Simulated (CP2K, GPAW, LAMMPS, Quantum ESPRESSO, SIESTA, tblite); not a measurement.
**Amorphous SiO1.7 (154 atoms): other programs against plane waves**

One geometry of amorphous SiO1.7 (154 atoms) is solved by several programs and methods. How far do their forces lie from a plane-wave PBE run?

Results are calculated, not measured.

### 1. The structure

The cell holds 154 atoms (57 Si and 97 O), with edges of 13.31, 13.31 and 13.31 Å. Recipe: 154 atoms (57 Si, 97 O) placed at random at 2.22 g/cm³, melted at 5000 K for 10 ps at fixed volume with the Tersoff Si-O potential (Munetoh et al., Comput. Mater. Sci. 39, 334 (2007)). Quenched from 5000 K to 100 K at 300 K/ps and fixed volume, held 5 ps. The density is 2.22 g/cm³.

### 2. The reference input

Quantum ESPRESSO 7.5: Kohn-Sham DFT, PBE, SSSP efficiency 1.3.0 pseudopotentials, plane waves. Its input, pw.in:

```
&control
  calculation = 'scf'
  pseudo_dir = './pseudo'
  outdir = './tmp'
  disk_io = 'none'
  tprnfor = .true.
  tstress = .true.
/
&system
  ibrav = 0
  nat = 154
  ntyp = 2
  ecutwfc = 60
  ecutrho = 480
  nosym = .true.
  occupations = 'smearing'
  smearing = 'fd'
  degauss = 0.003675
/
&electrons
  conv_thr = 7.7e-07
  electron_maxstep = 100
  mixing_beta = 0.4
  mixing_mode = 'plain'
  diagonalization = 'david'
/
ATOMIC_SPECIES
Si 28.085 Si.upf
O 15.999 O.upf
CELL_PARAMETERS angstrom
13.31250 0.00000 0.00000
0.00000 13.31250 0.00000
0.00000 0.00000 13.31250
ATOMIC_POSITIONS crystal
Si 0.97636 0.42763 0.23991
Si 0.16672 0.78854 0.53092
Si 0.02154 0.22506 0.36472
Si 0.23792 0.34600 0.06933
[... 148 atom lines left out ...]
O 0.40136 0.39773 0.81288
O 0.14264 0.46797 0.68352
K_POINTS gamma
```

```console
$ OMP_NUM_THREADS=1 mpirun -np 2 pw.x -in pw.in > output.txt
```

It took 43 min on 2 MPI ranks of Arm Neoverse V2, shared host; peak memory 10 GiB; 87 min of CPU time.

It converged with an r.m.s. force component of 1.4 eV/Å and a pressure of 1.8 GPa.

### 3. The other programs

- CP2K 2026.2: Gaussian basis with GTH pseudopotentials and a plane-wave density; labels give functional, basis (MOLOPT sets; SR short-range, UZH the newer set with its own potentials), grid cutoff/relative cutoff and solver (OT: orbital transformation; TRS4, TC2, SIGN: linear-scaling purification with its sparsity filter), or its built-in tight binding.
- GPAW 26.7.0: PAW with atomic orbitals (LCAO), plane waves or a real-space grid of spacing h.
- SIESTA 5.4.2: numerical atomic orbitals, whose automatically made sets are far from complete, with PseudoDojo norm-conserving potentials that we converted to its format (checked against plane waves on the same files for H, C, O, Si, Ge and Ca alone); labels give functional, basis size, energy shift and mesh cutoff.
- tblite 0.8.0: extended tight binding, driven from Python.

All use the same cell and atoms, and the electronic-structure runs the same k-mesh.

### 4. Side by side

Differences are against the reference: forces as r.m.s. over components, share as that over the reference's r.m.s. force, slope as the fitted ratio of a run's forces to the reference's.

| run | Δ force, r.m.s. (meV/Å) | share (%) | slope | Δ pressure (GPa) | cores | CPU time | memory (GiB) |
| --- | --- | --- | --- | --- | --- | --- | --- |
| reference | - | - | - | - | 2 | 87 min | 10 |
| CP2K PBE, DZVP-MOLOPT-SR, 600/50 Ry, diagonalisation | 117 | 8.22 | 1.017 | 1.01 | 4 | 15 min | 8.1 |
| CP2K PBE, DZVP-UZH, 600/50 Ry, diagonalisation | 91.5 | 6.45 | 1.018 | 0.853 | 4 | 19 min | 8.3 |
| CP2K PBE, SZV-MOLOPT-SR, 600/50 Ry, diagonalisation (coarse) | 778 | 54.8 | 1.097 | 22.3 | 2 | 9.5 min | 6.4 |
| GPAW PBE, LCAO dzp, h 0.18 Å | 297 | 21.0 | 1.025 | - | 4 | 15 min | 4.1 |
| GPAW PBE, LCAO dzp, h 0.18 Å, other mixer settings | 298 | 21.0 | 1.025 | - | 4 | 20 min | 4.0 |
| GPAW PBE, LCAO dzp, h 0.25 Å (coarse) | 778 | 54.8 | 1.018 | - | 2 | 8.2 min | 1.8 |
| GPAW PBE, LCAO sz(dzp), h 0.18 Å (coarse) | 714 | 50.3 | 1.033 | - | 1 | 2.4 min | 1.9 |
| SIESTA PBE, DZP, shift 0.01 Ry, mesh 500 Ry | 169 | 11.9 | 1.018 | 2.91 | 4 | 16 min | 3.6 |
| tblite GFN2-xTB | 628 | 44.2 | 0.829 | -6.23 | 1 | 25 s | 0.2 |

Rows marked coarse were listed beforehand as settings not expected to be converged; some can still land near the reference.

Runs without a result: tblite GFN1-xTB (not converged).

CPU time is summed over cores on shared hosts, so it is rough.

### 5. What came out

Forces lie from 6.4 % (CP2K PBE, DZVP-UZH, 600/50 Ry, diagonalisation) to 55 % (GPAW PBE, LCAO dzp, h 0.25 Å, coarse) of the reference's r.m.s. force of 1.4 eV/Å away from it. The PBE runs in local orbitals, coarse settings apart, differ by 6.4 % (CP2K PBE, DZVP-UZH, 600/50 Ry, diagonalisation) to 21 % (GPAW PBE, LCAO dzp, h 0.18 Å, other mixer settings); basis, grid and potentials can all enter. Tight binding differs by 44 % (tblite GFN2-xTB); it is another model, with fitted parameters of its own, and the xTB methods hold dispersion. Runs with settings chosen to be coarse differ by 50 % (GPAW PBE, LCAO sz(dzp), h 0.18 Å) to 55 % (GPAW PBE, LCAO dzp, h 0.25 Å), their programs' other errors included.

From GPAW PBE, LCAO dzp, h 0.25 Å to the finer GPAW PBE, LCAO dzp, h 0.18 Å, other mixer settings the share falls from 55 to 21 %. Pressures at PBE, coarse settings apart, lie +0.85 to +2.91 GPa from the reference's.

Caveats: Periodic xTB results under one method name differ between programs and library versions. The reference's pressure holds the uncorrected Pulay stress of its 60 Ry basis, so small pressure differences may be the reference's own error. The quench rate of 300 K/ps is many orders above laboratory rates, so the cell is likely richer in defects and strain than a real sample. The network of bonds at the start is that of the classical potential that made the cell, and needn't be the one that DFT or experiment would give. The reference's stress is far from hydrostatic: its diagonal is 1.2, 4.1, 0.2 GPa, compression counted positive. The electronic-structure runs sample only Γ, in a cell whose shortest periodic width is 13 Å, which is coarse for a cell with partly filled levels. CP2K warns in some runs that its smearing reaches the highest orbitals computed, so too few empty orbitals were added. Where levels are smeared, the DFT runs use Fermi–Dirac occupations at 580 K (0.05 eV), and energies are free energies. The reference's cutoffs and mesh weren't converged further here.

[Logs are printed without paths, hosts, clocks, repeated set-up lines and the standing remarks that a program may print on its own settings, such as how far it seeks lower states.]

[Hosts, paths, dates, database ids (printed as entryN), source tags and the programs' standing remarks are cut or masked in the printed files.]

[Cells were taken only where this reference lay near another plane-wave run.]
